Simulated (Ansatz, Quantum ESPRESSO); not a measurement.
# NaSbSe3 (Pm-3m): zone-centre phonons

Aim: the zone-centre modes of NaSbSe3 (Pm-3m).

Program: Quantum ESPRESSO 8.0 development, patched. Level of theory: DFT LDA, scalar-relativistic, plane waves, PseudoDojo norm-conserving pseudopotentials. Results are calculated unless marked as measured.

This is a report of a sequence of runs, with most program output left out.

The structure was built from a prototype and need not be the compound's stable phase.

## (1) The structure

The structure is cubic, space group Pm-3m (No. 221). The conventional cell has a = 5.316 Å, b = 5.316 Å, c = 5.316 Å, α = 90.00°, β = 90.00°, γ = 90.00°. Nearest to Na lie 12 Se at 3.76 Å. Nearest to Sb lie 6 Se at 2.66 Å. Se has 2 Sb at 2.66 Å and 4 Na at 3.76 Å nearest. Farther neighbours and most contacts between anions are not listed.

## (2) A first look

Before anything dear is run, a loose run with smearing shows whether this is a metal and how far the cell is from rest.

The input, probe.in:

```
 &control
    calculation='scf',
    prefix='x',
    outdir='./tmp',
    pseudo_dir='./pseudo',
    tprnfor=.true.,
    tstress=.true.,
    verbosity='high',
 /
 &system
    ibrav=1,
    celldm(1)=10.04502819,
    nat=5,
    ntyp=3,
    ecutwfc=88.0,
    occupations='smearing',
    smearing='gaussian',
    degauss=0.01,
 /
 &electrons
    conv_thr=1.0d-07,
    mixing_beta=0.7,
    electron_maxstep=100,
 /
ATOMIC_SPECIES
 Na     22.9898  Na.upf
 Sb    121.7600  Sb.upf
 Se     78.9710  Se.upf
ATOMIC_POSITIONS crystal
 Na     0.000000000   0.000000000   0.000000000
 Sb     0.500000000   0.500000000   0.500000000
 Se     0.500000000   0.500000000   0.000000000
 Se     0.500000000   0.000000000   0.500000000
 Se     0.000000000   0.500000000   0.500000000
K_POINTS automatic
 4 4 4 0 0 0
```

Command:

```sh
$ OMP_NUM_THREADS=1 mpirun -n 4 pw.x -nk 4 -in probe.in > probe.out
```

It took 20 s on 4 MPI ranks of Intel Xeon Platinum 8488C (Sapphire Rapids), shared host.

Numbers from this step:

* volume per atom: 30.04 Å³
* pressure: -1.915 GPa
* gap on the k-mesh: 0 eV

No gap opens on this mesh, so smearing is kept; the start stands at -1.9 GPa.

## (3) Relaxing the cell and atoms

The relaxation runs at a cutoff a fifth above that of the response, since stress converges more slowly with the basis than frequencies do. Forces and stress are brought to rest with tight thresholds.

The input, relax.in:

```
 &control
    calculation='vc-relax',
    prefix='x',
    outdir='./tmp',
    pseudo_dir='./pseudo',
    tprnfor=.true.,
    tstress=.true.,
    forc_conv_thr=2.0d-05,
    etot_conv_thr=1.0d-07,
    nstep=40,
 /
 &system
    ibrav=1,
    celldm(1)=10.04502819,
    nat=5,
    ntyp=3,
    ecutwfc=106,
    occupations='smearing',
    smearing='mv',
    degauss=0.02,
 /
 &electrons
    conv_thr=1.0d-11,
    mixing_beta=0.7,
    electron_maxstep=100,
 /
 &ions
 /
 &cell
    press_conv_thr=0.2,
 /
ATOMIC_SPECIES
 Na     22.9898  Na.upf
 Sb    121.7600  Sb.upf
 Se     78.9710  Se.upf
ATOMIC_POSITIONS crystal
 Na     0.000000000   0.000000000   0.000000000
 Sb     0.500000000   0.500000000   0.500000000
 Se     0.500000000   0.500000000   0.000000000
 Se     0.500000000   0.000000000   0.500000000
 Se     0.000000000   0.500000000   0.500000000
K_POINTS automatic
 6 6 6 0 0 0
```

Command:

```sh
$ OMP_NUM_THREADS=1 mpirun -n 4 pw.x -nk 4 -in relax.in > relax.out
```

Run time: 5.8 min. Hardware: 4 MPI ranks.

Relaxation path:

```
step  energy less that of the first step (eV)  largest force (eV/Å)  pressure (GPa)  volume (Å³)
   1                                   0.0000                0.0000           -1.60       150.20
   2                                  -0.0111                0.0000           -1.30       148.97
   3                                  -0.0231                0.0000           -0.81       147.15
   4                                  -0.0302                0.0000           -0.02       144.45
   5                                  -0.0302                0.0000            0.00       144.38
   6                                  -0.0302                0.0000            0.00       144.38
   7                                  -0.0300                0.0000            0.00       144.38
```

```csv
"conventional cell, symmetrised",before,after,change
a (Å),5.316,5.246,-1.3 %
b (Å),5.316,5.246,-1.3 %
c (Å),5.316,5.246,-1.3 %
volume (Å³/atom),30.04,28.88,-3.9 %
```

The relaxed structure:

```
Na Sb Se
1.0
     5.24605    0.00000    0.00000
     0.00000    5.24605    0.00000
     0.00000    0.00000    5.24605
Na Sb Se
1 1 3
Direct
  0.00000 0.00000 0.00000
  0.50000 0.50000 0.50000
  0.50000 0.50000 0.00000
  0.50000 0.00000 0.50000
  0.00000 0.50000 0.50000
```

The last row of the table of steps is pw.x's closing run on a basis chosen anew for the final cell, so its energy can jump.

This step gave:

```yaml
volume_per_atom: 28.88 Å³
pressure: 0.001 GPa
```

The volume changes by -3.9 % from the cell with which this run began.

## (4) Self-consistent run for the response

The response is built on this ground state, so it is converged far tighter than an energy would need. Smearing stays on, as the first look found no gap above 0.3 eV.

The input, scf.in:

```
 &control
    calculation='scf',
    prefix='x',
    outdir='./tmp',
    pseudo_dir='./pseudo',
    tprnfor=.true.,
    tstress=.true.,
 /
 &system
    ibrav=1,
    celldm(1)=9.91359584,
    nat=5,
    ntyp=3,
    ecutwfc=88.0,
    occupations='smearing',
    smearing='mv',
    degauss=0.02,
 /
 &electrons
    conv_thr=1.0d-12,
    mixing_beta=0.7,
    electron_maxstep=100,
 /
ATOMIC_SPECIES
 Na     22.9898  Na.upf
 Sb    121.7600  Sb.upf
 Se     78.9710  Se.upf
ATOMIC_POSITIONS crystal
 Na     0.000000000   0.000000000   0.000000000
 Sb     0.500000000   0.500000000   0.500000000
 Se     0.500000000   0.500000000   0.000000000
 Se     0.500000000   0.000000000   0.500000000
 Se     0.000000000   0.500000000   0.500000000
K_POINTS automatic
 6 6 6 0 0 0
```

Command:

```sh
$ OMP_NUM_THREADS=1 mpirun -n 4 pw.x -nk 4 -in scf.in > scf.out
```

It took 42 s on 4 MPI ranks.

The cell stands at 0.001 GPa, close enough for phonons.

## (5) Linear response at Γ

At q = 0 one unit cell holds all displacements; symmetry groups them into irreducible representations that are solved one by one. With smeared occupations no response to a homogeneous field can be asked.

The input, ph.in:

```
phonons
 &inputph
    prefix='x',
    outdir='./tmp',
    fildyn='g.dyn',
    tr2_ph=1.0d-18,
    alpha_mix(1)=0.4,
    nmix_ph=8,
 /
0.000000000000 0.000000000000 0.000000000000
```

Command:

```sh
$ OMP_NUM_THREADS=1 mpirun -n 4 ph.x -nk 4 -in ph.in > ph.out
```

It took 38 min on 4 MPI ranks.

Read from the output:

* largest acoustic frequency at the zone centre before the sum rule: 6.44 cm⁻¹
* highest optical zone-centre mode (no LO-TO term): 172.4 cm⁻¹
* lowest optical zone-centre mode: -86.39 cm⁻¹

The acoustic modes at Γ come out as far as 6.4 cm⁻¹ from zero, where they should vanish, a small numerical error. The lowest optical mode is imaginary, 86i cm⁻¹, an instability at this level and on this k mesh.

## (6) Modes with the sum rule

A rigid shift of the crystal must cost nothing, but grids and finite bases break this; the acoustic sum rule is imposed before the matrix is diagonalised again.

The input, dynmat.in:

```
 &input
    fildyn='g.dyn',
    asr='simple',
    fileig='dynmat.eig',
 /
```

Command:

```sh
$ dynmat.x -in dynmat.in > dynmat.out
```

It took 0.69 s on 1 thread.

Read from the output:

- lowest optical zone-centre mode: -87.32 cm⁻¹

Unit eigenvectors of the mass-weighted matrix after the sum rule; no LO-TO term. Modes at Γ, with each element's share of the kinetic energy (negative means imaginary):

| mode | frequency (cm⁻¹) | Na % | Sb % | Se % |
| --- | --- | --- | --- | --- |
| 1 | -87.3 | 31 | 19 | 49 |
| 2 | -87.3 | 31 | 19 | 49 |
| 3 | -87.3 | 31 | 19 | 49 |
| 4 | -51.6 | 0 | 0 | 100 |
| 5 | -51.6 | 0 | 0 | 100 |
| 6 | -51.6 | 0 | 0 | 100 |
| 7 | -48.7 | 63 | 25 | 13 |
| 8 | -48.7 | 63 | 25 | 13 |
| 9 | -48.7 | 63 | 25 | 13 |
| 10 | 0.0 | 6 | 32 | 62 |
| 11 | 0.0 | 6 | 32 | 62 |
| 12 | 0.0 | 6 | 32 | 62 |
| 13 | 172.4 | 0 | 24 | 76 |
| 14 | 172.4 | 0 | 24 | 76 |
| 15 | 172.4 | 0 | 24 | 76 |

Displacements in mode 3 (-87.3 cm⁻¹), the largest set to 1:
```
Na1  1.00  0.40  0.00
Sb2  0.34  0.14  0.00
Se3 -0.47 -0.19  0.00
Se4 -0.47  0.05  0.00
Se5  0.13 -0.19  0.00
```

Displacements in mode 14 (172.4 cm⁻¹), the largest set to 1:
```
Na1  0.00  0.00 -0.04
Sb2  0.00  0.00 -0.46
Se3  0.00  0.00  1.00
Se4  0.00  0.00 -0.14
Se5  0.00  0.00 -0.14
```

The rule also moves an optical mode by 3.8 cm⁻¹.

## (7) Sum rules set otherwise (asr crystal)

The rule can be imposed in more than one way; the choices should agree where the raw error is small.

The input, dynmat.in:

```
 &input
    fildyn='g.dyn',
    asr='crystal',
    fileig='dynmat.eig',
 /
```

Command:

```sh
$ dynmat.x -in dynmat.in > dynmat.out
```

Run time: 0.64 s. Hardware: 1 thread.

This step gave:

- lowest optical zone-centre mode: -86.56 cm⁻¹

Zone-centre frequencies as printed; negative means imaginary. Modes:

| mode | frequency (cm⁻¹) |
| --- | --- |
| 1 | -86.56 |
| 2 | -86.56 |
| 3 | -86.56 |
| 4 | -51.59 |
| 5 | -51.59 |
| 6 | -51.59 |
| 7 | -46.07 |
| 8 | -46.07 |
| 9 | -46.07 |
| 10 | 0 |
| 11 | 0 |
| 12 | 0 |
| 13 | 172.4 |
| 14 | 172.4 |
| 15 | 172.4 |

Against the first rule no mode moves by more than 2.7 cm⁻¹.

## (8) Sum rules set otherwise: a sum rule for molecules or wires on a crystal

This rule also removes rotations, which suits molecules and not a crystal; it is tried to see the harm.

The input, dynmat.in:

```
 &input
    fildyn='g.dyn',
    asr='zero-dim',
    fileig='dynmat.eig',
 /
```

Command:

```sh
$ dynmat.x -in dynmat.in > dynmat.out
```

Elapsed: 0.64 s, on 1 thread.

The run ended normally, but on settings that are not sound.

The fault: a sum rule for molecules or wires on a crystal; 3 optical modes are projected out to zero frequency, as if they were rotations.

For a crystal the rule has to be 'simple' or 'crystal'.

Zone-centre frequencies as printed; negative means imaginary. Modes:

| mode | frequency (cm⁻¹) |
| --- | --- |
| 1 | -97.35 |
| 2 | -97.35 |
| 3 | -86.56 |
| 4 | -52.24 |
| 5 | -52.24 |
| 6 | -46.07 |
| 7 | 0 |
| 8 | 0 |
| 9 | 0 |
| 10 | 0 |
| 11 | 0 |
| 12 | 0 |
| 13 | 169.6 |
| 14 | 169.6 |
| 15 | 172.4 |

## (9) A second program

The same cell goes through another code at the same cutoff. The files are of one family, but Ansatz's library holds files of its own making for some heavy elements, so those for Sb may differ. Its k mesh is centred on Γ.

This step: DFT LDA, scalar-relativistic, plane waves, norm-conserving pseudopotentials of its library (PseudoDojo's, some remade) (Ansatz 0.2.0).

The input, input.yaml:

```yaml
crystal:
  lattice:
    - [5.2460489949, 0.0, 0.0]
    - [0.0, 5.2460489949, 0.0]
    - [0.0, 0.0, 5.2460489949]
  atoms:
    - { symbol: Na, position: [0.0, 0.0, 0.0] }
    - { symbol: Sb, position: [0.5, 0.5, 0.5] }
    - { symbol: Se, position: [0.5, 0.5, 0.0] }
    - { symbol: Se, position: [0.5, 0.0, 0.5] }
    - { symbol: Se, position: [0.0, 0.5, 0.5] }
kpoints:
  mp_grid: { grid: [6, 6, 6] }
hamiltonian:
  xc: lda
  pseudopotentials: { kind: nc, accuracy: standard }
scf:
  occupations: { method: cold, width: 0.27211 }
output:
  eigenvalues: true
basis:
  ecutwfc: 1197.301
phonons:
  method: dfpt
```

Command:

```sh
$ ansatz run input.yaml --threads 4 --pin off --max-ram 16384MiB --backend cpu --events-out ev --progress --plain --runs-dir out
```

The job ended after 2.1 min (4 threads; peak memory 4.3 GiB).

Numbers from this step:

```
sum-rule residual before enforcement : 6.80e-5 eV/Å²
lowest optical zone-centre mode      : -87.28 cm⁻¹
```

## (10) Side by side: QE PseudoDojo and Ansatz, library NC

Worked out from the results:

```yaml
root_mean_square_difference: 0.06 cm⁻¹
largest_difference: 0.11 cm⁻¹
```

The 12 of 12 modes that differ most. Frequencies side by side:

| q (reciprocal lattice) | mode | QE PseudoDojo (cm⁻¹) | Ansatz, library NC (cm⁻¹) |
| --- | --- | --- | --- |
| 0 0 0 | 1 | -87.32 | -87.28 |
| 0 0 0 | 2 | -87.32 | -87.28 |
| 0 0 0 | 3 | -87.32 | -87.28 |
| 0 0 0 | 4 | -51.59 | -51.57 |
| 0 0 0 | 5 | -51.59 | -51.57 |
| 0 0 0 | 6 | -51.59 | -51.57 |
| 0 0 0 | 7 | -48.67 | -48.56 |
| 0 0 0 | 8 | -48.67 | -48.56 |
| 0 0 0 | 9 | -48.67 | -48.56 |
| 0 0 0 | 13 | 172.4 | 172.4 |
| 0 0 0 | 14 | 172.4 | 172.4 |
| 0 0 0 | 15 | 172.4 | 172.4 |

At the zone centre the largest difference (acoustic modes at Γ apart) is 0.06 % of the highest mode.

## (11) Summary of results

```yaml
space_group_after_relaxation: Pm-3m
volume_per_atom: 28.9 Å³
highest_optical_zone_centre_mode_no_lo_to_term: 172.4 cm⁻¹
lowest_optical_zone_centre_mode: -87.3 cm⁻¹
imaginary_optical_modes_at_the_zone_centre_no_q_mesh_in_this_session: yes
largest_difference_from_ansatz_library_nc: 0.11 cm⁻¹
```

At the LDA level the optical modes of NaSbSe3 (Pm-3m) at the zone centre run from 87i to 172 cm⁻¹, so the structure is a saddle point, with 9 modes beyond 10i cm⁻¹ there. Of the 12 optical modes, 9 are infrared active alone and 3 are silent. QE PseudoDojo and Ansatz, library NC agree to 0.11 cm⁻¹ (0.06 % of the highest mode compared) on all solved modes but the acoustic ones at Γ, without the LO-TO term. These are harmonic frequencies at zero temperature: anharmonic shifts and linewidths and thermal expansion are left out. Spin-orbit coupling is left out, which can matter for the heavy elements here. In a metal the frequencies hang on the k mesh and the smearing, most of all near Kohn anomalies. The build is a development version in which the Raman tensors of release 7.5 are mended; dynmat.x leaves out the electro-optic term of LO lines. The structure is a hypothetical one, built on a prototype.

[Host names and launcher messages were left out of these logs when they were recorded.]

[Logs are printed without paths, hosts, clocks, repeated set-up lines and the standing remarks that a program may print on its own settings, such as how far it seeks lower states.]

[Hosts, paths, dates, database ids (printed as entryN), source tags and the programs' standing remarks are cut or masked in the printed files.]
